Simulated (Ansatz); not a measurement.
**WSe2 (P6_3/mmc): the PBE gap against the k mesh of the density**

How far can the k mesh of the density be lowered for the gap of WSe2 (P6_3/mmc)?

Method: DFT, PBE, plane waves, PAW, in Ansatz 0.2.0.

The database entry behind the starting cell differs from later determinations by our own check (a about 0.2 % long), so it need not match the best structure at ambient conditions.

## (1) The starting structure

Symmetry: P6_3/mmc, No. 194, hexagonal system. The conventional cell has a = 3.290 Å, b = 3.290 Å, c = 12.970 Å, α = 90.00°, β = 90.00°, γ = 120.00°. Nearest to W lie 6 Se at 2.53 Å. Se has 3 W at 2.53 Å nearest. Farther neighbours and most contacts between anions are not listed.

Coordinates:

```cif
data_structure
_symmetry_space_group_name_H-M 'P 1'
_symmetry_Int_Tables_number 1
_cell_length_a 3.2900
_cell_length_b 3.2900
_cell_length_c 12.9700
_cell_angle_alpha 90.000
_cell_angle_beta 90.000
_cell_angle_gamma 120.000
_cell_volume 121.58
loop_
_atom_site_label
_atom_site_type_symbol
_atom_site_fract_x
_atom_site_fract_y
_atom_site_fract_z
_atom_site_occupancy
W1 W 0.33333 0.66667 0.25000 1
W2 W 0.66667 0.33333 0.75000 1
Se3 Se 0.33333 0.66667 0.62100 1
Se4 Se 0.66667 0.33333 0.12100 1
Se5 Se 0.33333 0.66667 0.87900 1
Se6 Se 0.66667 0.33333 0.37900 1
```

The cell and positions come from the Crystallography Open Database and are kept as given unless a step says otherwise. Spin-orbit coupling is left out unless a step names it. The default PAW set here is soft_2. Its files were made with PBE.

## (2) k mesh of the density: 3×3×1

Contents of input.yaml:

```yaml
crystal:
  lattice:
    - [3.29, 0.0, 0.0]
    - [-1.645, 2.8492235785, 0.0]
    - [0.0, 0.0, 12.97]
  atoms:
    - { symbol: W, position: [0.3333333333, 0.6666666667, 0.25] }
    - { symbol: W, position: [0.6666666667, 0.3333333333, 0.75] }
    - { symbol: Se, position: [0.3333333333, 0.6666666667, 0.621] }
    - { symbol: Se, position: [0.6666666667, 0.3333333333, 0.121] }
    - { symbol: Se, position: [0.3333333333, 0.6666666667, 0.879] }
    - { symbol: Se, position: [0.6666666667, 0.3333333333, 0.379] }
kpoints:
  mp_grid: { grid: [3, 3, 1] }
  band_path:
    path:
      - [0.0, 0.0, 0.0]
      - [0.5, 0.0, 0.0]
      - [0.33333333, 0.33333333, 0.0]
      - [0.0, 0.0, 0.5]
      - [0.5, 0.0, 0.5]
      - [0.33333333, 0.33333333, 0.5]
      - [0.1666666667, 0.1666666667, 0.0]
    npoints: 1
hamiltonian:
  xc: pbe
scf:
  occupations: { method: fixed }
  n_extra_bands: 6
output:
  eigenvalues: true
  forces: true
  stress: true
  write_density: true
  write_potential: true
  elf: true
  volumetric_format: npy
```

On the command line:

```sh
$ ansatz run input.yaml --threads 3 --pin off --max-ram 92160MiB --backend cuda --events-out ev --progress --plain --runs-dir out --devices 1 --max-vram 13GiB
```

Numbers of over 12 decimals in the logs are rounded to 6 here.

The log of the run:

```text
scf.n_extra_bands = 6 over 46 filled bands (N_el = 92.0): the run solves 52 bands
GPUs: using 1 of 1 available (devices: 1).
Engine: ansatz 0.2.0, x86_64-unknown-linux-gnu
Pseudopotentials: kind: paw
Pseudopotential: W, paw, valence charge 14, recommended cutoff 420 eV (normal), W.paw.azcp
Pseudopotential: Se, paw, valence charge 16, recommended cutoff 420 eV (normal), Se.paw.azcp
Functional definition: PBE
  parameter kappa = 0.804
  parameter beta = 0.066725
  exchange = pbe_x(kappa = kappa, mu = beta*pi^2/3)
  correlation = pbe_c(beta = beta)
device memory: the entry about to start is reckoned to put 3.2 GiB on a device that reports 69.4 GiB free (of which the cap on the GPU budget leaves the run 13.0 GiB)
GPU FFT provider: cuFFT
GPU libraries: cuBLAS 13.8.2, cuFFT 12.4.0, cuSOLVER 12.3.4
Crystal: 6 atoms, lattice volume = 121.580 Å³
Basis set: ecut = 420 eV, 2419 PW (Γ), exchange–correlation on 48×48×180 points (8 copies of the dense FFT grid, shifted against one another)
Bands: 52, of which v1, the nominal top of the filled ones, is band 46 counted from 1 (45 counted from 0)
Symmetry: 24 space group operations
Space group: P63/mmc (ITA 194), of the structure as read, at distance tolerance 5.0e-5 Å
k-points: 3 of 9
Non-local potential: W, projectors of the file, l = 0: 3, l = 1: 2, l = 2: 2, l = 3: 1
Non-local potential: Se, projectors of the file, l = 0: 2, l = 1: 2, l = 2: 3, l = 3: 1
PAW form: soft (Blöchl's): semilocal exchange-correlation on the pseudo side does not see the compensation charge
PAW one-centre angular grid: W, 590 points (default); XC on 64 Gauss nodes
PAW one-centre angular grid: Se, 590 points (default); XC on 64 Gauss nodes
Initial density: superposition of atomic densities (neutral atoms: chi_scale 0, normalization atom), corrected by the library's trained network
Initial wavefunctions: pseudopotential atomic-orbital guess
GPU buffer pool allocated for 51840 grid points (all kernels)
GPU transforms: local potential and band sums: pruned to the plane-wave sphere, on 24×24×90
Functional: x = pbe(κ = 0.804, μ = 0.219515), c = pbe(β = 0.066725)
SCF iter   1: F=—  HF=-42649.086723 eV  |F-HF|=—  |Δ(HF+E_count)|=         —  Δρ=7.70e-3  dr2=9.22e-2  ethr=1.77e-3  ⟨swp⟩=5.0  Hψ=518  notcnv=0  defer=9
preconditioner: auto → Resta (q_TF=auto, 2.604 Å⁻¹)  ε∞=7.3  [insulator: Δε(μ)=1.328 eV  Ē_g=8.023 eV  n_scr=40 (ndim 8)  ℏωp=20.2 eV  f_vac=0.044  ε∞_Penn≈7.3]
SCF iter   2: F=—  HF=-42649.081973 eV  |F-HF|=—  |Δ(HF+E_count)|=   4.75e-3  Δρ=3.63e-3  dr2=7.25e-3  ethr=1.00e-4  ⟨swp⟩=2.0  Hψ=197  notcnv=0  defer=12
SCF iter   3: F=—  HF=-42649.083703 eV  |F-HF|=—  |Δ(HF+E_count)|=   1.73e-3  Δρ=1.91e-3  dr2=2.01e-3  ethr=7.88e-6  ⟨swp⟩=2.0  Hψ=195  notcnv=0  defer=12
SCF iter   4: F=—  HF=-42649.084876 eV  |F-HF|=—  |Δ(HF+E_count)|=   1.17e-3  Δρ=2.60e-4  dr2=7.38e-5  ethr=2.18e-6  ⟨swp⟩=2.7  Hψ=268  notcnv=0  defer=12
SCF iter   5: F=—  HF=-42649.084975 eV  |F-HF|=—  |Δ(HF+E_count)|=   9.93e-5  Δρ=1.08e-4  dr2=1.19e-5  ethr=8.02e-8  ⟨swp⟩=2.0  Hψ=286  notcnv=0  defer=2
SCF iter   6: F=—  HF=-42649.084986 eV  |F-HF|=—  |Δ(HF+E_count)|=   1.09e-5  Δρ=2.63e-5  dr2=9.32e-7  ethr=1.29e-8  ⟨swp⟩=2.0  Hψ=201  notcnv=0  defer=2
SCF iter   7: F=-42649.084988 eV  HF=-42649.084988 eV  |F-HF|=7.79e-8  |Δ(HF+E_count)|=   1.42e-6  Δρ=5.76e-6  dr2=5.41e-8  ethr=1.09e-10  ⟨swp⟩=13.7  Hψ=1350  notcnv=0
SCF 1 converged in 7 iterations: F = -42649.084988 eV  dr2 = 5.41e-8
[...]
device memory: the entry about to start is reckoned to put 2.3 GiB on a device that reports 67.7 GiB free (of which the cap on the GPU budget leaves the run 13.0 GiB)
NSCF: frozen V_eff on 7 k-points
SCF converged after 7 iterations
Free energy (F): -42649.084988 eV
Harris-Foulkes:  -42649.084988 eV  (|F-HF|=7.79e-8)
Internal energy: -42649.084988 eV  (E = F + TS)
E sigma→0 (E₀):  -42649.084988 eV
Fermi energy:    12.976635 eV
--- Per-component energies (eV) ---
  E_band       = -1681.005785
  E_kinetic    = 1380.778900
  E_local      = -11429.571382  (includes V_loc(G=0)·N_el)
  E_nonlocal   = -2379.445265
  E_hartree    = 5498.654638
  E_xc         = -953.381043
  E_vxc        = -874.019384  (∫ρ·V_xc dr)
  E_paw        = -24771.272903  (= ΣΔE_a)
  E_vpaw       = 623.941615  (= ΣTr[D̂ρ^β])
  E_aug_tail   = -0.002475  (compensation charges beyond the density's cutoff)
  E_ewald      = -9994.845457
  E_smearing   = -0.000000  (= −TS)
  E_closure    = 0.000000  (closes the sum)
  Σ components = -42649.084988   (vs F -42649.084988, Δ=0.00e0)
--- Forces (eV/Å), atoms counted from 1 ---
  atom   1  W      0.00000000    -0.00000000     0.00000000
  atom   2  W      0.00000000     0.00000000     0.00000000
  atom   3  Se     0.00000000    -0.00000000     0.12393064
  atom   4  Se    -0.00000000     0.00000000     0.12393064
  atom   5  Se     0.00000000    -0.00000000    -0.12393064
  atom   6  Se    -0.00000000     0.00000000    -0.12393064
  max |Σ_I F_I| component: 1.39e-17 eV/Å
--- Stress (GPa, compression-positive) ---
        4.001269       0.000000       0.000000
        0.000000       4.001269       0.000000
        0.000000       0.000000       3.666880
  P = ⅓ Tr σ = 3.8898 GPa (38.898 kbar)
--- Band table (eV) ---
  k-point 0: bands = [... 42 lower, 11.4946, 11.8814, 11.8836, 12.9766, 15.6202, 15.6202, 15.6690, 15.6690, ... 2 higher]
  k-point 1: bands = [... 42 lower, 11.3183, 11.3700, 11.5302, 11.5723, 14.5593, 14.9699, 15.1430, 15.3295, ... 2 higher]
  k-point 2: bands = [... 42 lower, 10.4084, 10.4084, 12.6025, 12.8508, 14.3612, 14.3612, 14.8732, 16.1033, ... 2 higher]
```

It took 11 s on 1 × NVIDIA H100 80GB HBM3 (shared by 6 runs) with 3 threads of AMD EPYC 7R13 (Zen 3), shared host; peak memory 0.95 GiB.

Reading the cycles: dr2 is the Hartree energy of the density residual (eV), the measure of convergence; HF is the Harris–Foulkes estimate of the energy, which meets the free energy F at convergence.

Numbers from this step:

```
pressure             : 3.890 GPa
gap                  : 1.002 eV
valence top at       : Γ
conduction bottom at : k = (0.167, 0.167, 0.000)
least direct gap     : 1.510 eV
```

The gap is indirect, with the least direct gap 0.51 eV higher.

## (3) k mesh of the density: 6×6×2

Changes to input.yaml since step 2:

```diff
@@ -13,3 +13,3 @@
 kpoints:
-  mp_grid: { grid: [3, 3, 1] }
+  mp_grid: { grid: [6, 6, 2] }
   band_path:
```

The log of the run:

```text
[...]
GPUs: using 1 of 1 available (devices: 1).
[...]
GPU FFT provider: cuFFT
GPU libraries: cuBLAS 13.8.2, cuFFT 12.4.0, cuSOLVER 12.3.4
Crystal: 6 atoms, lattice volume = 121.580 Å³
Basis set: ecut = 420 eV, 2419 PW (Γ), exchange–correlation on 48×48×180 points (8 copies of the dense FFT grid, shifted against one another)
[...]
k-point 0: bands = [... 42 lower, 11.4570, 11.8525, 11.8899, 12.9570, 15.5966, 15.5966, 15.6471, 15.6471, ... 2 higher]
  k-point 1: bands = [... 42 lower, 11.4294, 11.4294, 12.7404, 12.7404, 15.6022, 15.6022, 15.6022, 15.6022, ... 2 higher]
  k-point 2: bands = [... 42 lower, 11.1115, 11.8714, 11.9044, 12.2882, 14.6109, 15.1432, 15.2162, 15.2868, ... 2 higher]
  k-point 13: bands = [... 42 lower, 10.2227, 10.2227, 12.6187, 12.6187, 14.2841, 14.2841, 15.3888, 15.3888, ... 2 higher]
[key lines of the parts left out:]
SCF converged after 6 iterations
Free energy (F): -42649.206103 eV
Fermi energy:    12.956965 eV
P = ⅓ Tr σ = 3.7112 GPa (37.112 kbar)
```

Run time: 17 s. Hardware: 1 × NVIDIA H100 80GB HBM3 (shared by 6 runs) with 3 threads; peak memory 0.94 GiB; 3.4 s of CPU time.

This step gave:

```
pressure             : 3.711 GPa
gap                  : 0.9758 eV
valence top at       : Γ
conduction bottom at : k = (0.167, 0.167, 0.000)
least direct gap     : 1.525 eV
```

The gap is 0.976 eV, −0.026 eV from the run before at this level.

## (4) k mesh of the density: 12×12×2 (the default)

input.yaml, the sections that differ from step 3:

```yaml
kpoints:
  mp_grid: { grid: [12, 12, 2] }
  band_path:
    path:
      - [[0.0, 0.0, 0.0], [0.5, 0.0, 0.0], [0.33333333, 0.33333333, 0.0], [0.0, 0.0, 0.0], [0.0, 0.0, 0.5], [0.5, 0.0, 0.5], [0.33333333, 0.33333333, 0.5], [0.0, 0.0, 0.5]]
      - [[0.5, 0.0, 0.5], [0.5, 0.0, 0.0]]
      - [[0.33333333, 0.33333333, 0.5], [0.33333333, 0.33333333, 0.0]]
    npoints: 10
scf:
  occupations: { method: fermi_dirac, width: 0.02 }
  n_extra_bands: 6
# crystal, hamiltonian, output: as in step 3
```

The log of the run:

```text
[...]
GPUs: using 1 of 1 available (devices: 1).
[...]
GPU FFT provider: cuFFT
GPU libraries: cuBLAS 13.8.2, cuFFT 12.4.0, cuSOLVER 12.3.4
Crystal: 6 atoms, lattice volume = 121.580 Å³
Basis set: ecut = 420 eV, 2419 PW (Γ), exchange–correlation on 48×48×180 points (8 copies of the dense FFT grid, shifted against one another)
[...]
k-point 0: bands = [... 42 lower, 11.4570, 11.8529, 11.8903, 12.9575, 15.5965, 15.5965, 15.6470, 15.6470, ... 2 higher]
  k-point 1: bands = [... 42 lower, 11.4294, 11.4294, 12.7410, 12.7410, 15.6020, 15.6020, 15.6020, 15.6020, ... 2 higher]
  k-point 2: bands = [... 42 lower, 11.3931, 11.8773, 12.0810, 12.7852, 15.3666, 15.4010, 15.4479, 15.5227, ... 2 higher]
  k-point 37: bands = [... 42 lower, 10.2229, 10.2229, 12.6170, 12.6170, 14.2840, 14.2840, 15.3886, 15.3886, ... 2 higher]
[key lines of the parts left out:]
SCF converged after 6 iterations
Free energy (F): -42649.209014 eV
Fermi energy:    13.426762 eV
P = ⅓ Tr σ = 3.7105 GPa (37.105 kbar)
```

Elapsed: 14 s, on 1 × NVIDIA H100 80GB HBM3 (shared by 6 runs) with 3 threads; peak memory 1 GiB; 7.6 s of CPU time.

This step gave:

- pressure: 3.710 GPa
- gap: 0.9743 eV
- valence top at: Γ
- conduction bottom at: k = (0.167, 0.167, 0.000)
- least direct gap: 1.527 eV

The gap is 0.974 eV, −0.001 eV from the run before at this level.

## (5) k mesh of the density: 12×12×4

input.yaml, the sections that differ from step 4:

```yaml
kpoints:
  mp_grid: { grid: [12, 12, 4] }
  band_path:
    path:
      - [0.0, 0.0, 0.0]
      - [0.5, 0.0, 0.0]
      - [0.33333333, 0.33333333, 0.0]
      - [0.0, 0.0, 0.5]
      - [0.5, 0.0, 0.5]
      - [0.33333333, 0.33333333, 0.5]
      - [0.1666666667, 0.1666666667, 0.0]
    npoints: 1
scf:
  occupations: { method: fixed }
  n_extra_bands: 6
# crystal, hamiltonian, output: as in step 4
```

The log of the run:

```text
[...]
GPUs: using 1 of 1 available (devices: 1).
[...]
GPU FFT provider: cuFFT
GPU libraries: cuBLAS 13.8.2, cuFFT 12.4.0, cuSOLVER 12.3.4
Crystal: 6 atoms, lattice volume = 121.580 Å³
Basis set: ecut = 420 eV, 2419 PW (Γ), exchange–correlation on 48×48×180 points (8 copies of the dense FFT grid, shifted against one another)
[...]
k-point 0: bands = [... 42 lower, 11.4570, 11.8529, 11.8902, 12.9575, 15.5965, 15.5965, 15.6470, 15.6470, ... 2 higher]
  k-point 1: bands = [... 42 lower, 11.4489, 11.4489, 12.4085, 12.9081, 15.5969, 15.5969, 15.6204, 15.6204, ... 2 higher]
  k-point 2: bands = [... 42 lower, 11.4294, 11.4294, 12.7409, 12.7409, 15.6020, 15.6020, 15.6020, 15.6020, ... 2 higher]
  k-point 56: bands = [... 42 lower, 10.2228, 10.2228, 12.6170, 12.6170, 14.2840, 14.2840, 15.3885, 15.3885, ... 2 higher]
[key lines of the parts left out:]
SCF converged after 6 iterations
Free energy (F): -42649.209310 eV
Fermi energy:    12.957494 eV
P = ⅓ Tr σ = 3.7085 GPa (37.085 kbar)
```

Wall time 11 s (1 × NVIDIA H100 80GB HBM3 (shared by 6 runs) with 3 threads); peak memory 1 GiB.

This step gave:

- pressure: 3.709 GPa
- gap: 0.9744 eV
- valence top at: Γ
- conduction bottom at: k = (0.167, 0.167, 0.000)
- least direct gap: 1.527 eV

The gap is 0.974 eV, as in the run before at this level.

## (6) The series

Differences are against the last row; a negative gap means that bands overlap, and a run with a band path holds that path's time. Times are wall times on 1 × NVIDIA H100 80GB HBM3 (shared by 6 runs) with 3 threads of AMD EPYC 7R13 (Zen 3), shared host. The host was busy with other work, so they are no guide to cost.

```
k mesh of the density  gap (eV)  direct gap (eV)  gap error (eV)  energy error (meV/atom)  irreducible k  time
                3×3×1     1.002            1.510          +0.027                    +20.7              3  11 s
                6×6×2     0.976            1.525          +0.001                     +0.5             14  17 s
              12×12×2     0.974            1.527          +0.000                     +0.0             38  14 s
              12×12×4     0.974            1.527          +0.000                     +0.0             57  11 s
```

## (7) Summary of results

| Quantity | Value |
| --- | --- |
| 3×3×1 | 1.002 eV |
| 6×6×2 | 0.976 eV |
| 12×12×2 | 0.974 eV |
| 12×12×4 | 0.974 eV |

In words: The gap holds to 0.02 eV from 6×6×2 on. At 3×3×1 the gap is off by +0.027 eV and the energy by +21 meV/atom. The gap is read over the mesh and added points near the edges, so meshes differ mainly through the density and, for a hybrid, the exchange operator.

[Paths, hosts, dates, memory and timing lines, banners, echoed tables and standing remarks are left out of the program output.]

[Logs are printed without paths, hosts, clocks, repeated set-up lines and the standing remarks that a program may print on its own settings, such as how far it seeks lower states.]

[Runs of the session that timed out or met a known fault of the program may be left out.]

[Cells called generated may have been cut or substituted from an entry of the Crystallography Open Database or the Materials Project.]

[Hosts, paths, dates, database ids (printed as entryN), source tags and the programs' standing remarks are cut or masked in the printed files.]
